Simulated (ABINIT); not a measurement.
# Calculated records

```
! title: Quasiparticle gap of SiC (Moissanite) in ABINIT
! method: RPA screening on PBE, plane waves, norm-conserving pseudopotentials (and 2 further levels or steps)
! program: ABINIT 10.8.3
! settings: cutoff 37 Ha, PseudoDojo scalar-relativistic 0.4.1 standard, norm-conserving, potential set dojo-sr-pbe-0.4.1-standard, ngkpt (3, 3, 4), nband 75, ecuteps 5 Ha, inclvkb 2, shiftk (0, 0, 0), symchi 1, awtr 1, frequency ppm, 3×3×4 k-mesh
! cost: 5 runs, 48 s in all on 4 MPI ranks of Intel Xeon Platinum 8488C (Sapphire Rapids), shared host
! notes: The program’s warnings: nkpt*nsppol () is not a multiple of nproc spkpt (). The cell and positions come from the Crystallography Open Database and are kept as given unless a step says otherwise. The 3×3×4 mesh is coarse for this cell, which bears on the long-range parts of exchange and screening.
! PBE gap: 2.33 eV, indirect
! G0W0 gap on the mesh: 2.74 eV
! GW settings: 3×3×4 mesh, 75 bands, screening to 136.1 eV, Godby-Needs plasmon pole
! known limits: short of the basis limit; coarse k mesh
CELL_PARAMETERS angstrom
3.07600 0.00000 0.00000
-1.53800 2.66389 0.00000
0.00000 0.00000 5.04800
ATOMIC_POSITIONS crystal
Si 0.33333 0.66667 0.00000
Si 0.66667 0.33333 0.50000
C 0.33333 0.66667 0.38500
C 0.66667 0.33333 0.88500
```

[Long decimals in the printed logs are rounded to 6 places.]

[Logs are printed without paths, hosts, clocks, repeated set-up lines and the standing remarks that a program may print on its own settings, such as how far it seeks lower states.]

[Paths, hosts, dates, memory and timing lines, banners, echoed tables and standing remarks are left out of the program output; an Ansatz launch command may be rebuilt from the run's recorded settings. Measured values are a selection of at most five: reports struck by readers or far from the other reports are left out. None is set beside runs whose start may be inverted or whose files or cutoffs have a known fault.]

[Runs of the session that timed out or met a known fault of the program may be left out.]

[Hosts, paths, dates, database ids (printed as entryN), source tags and the programs' standing remarks are cut or masked in the printed files.]

[G0W0 gaps are taken among the corrected bands and points alone; a level outside them can change the order at an edge.]

[Where Ansatz stands beside ABINIT at settings called matched, ABINIT's density can come from a denser mesh and the files from another edition; pairs whose starting gaps differed by over 0.03 eV were left out, so agreement reads better than it is.]
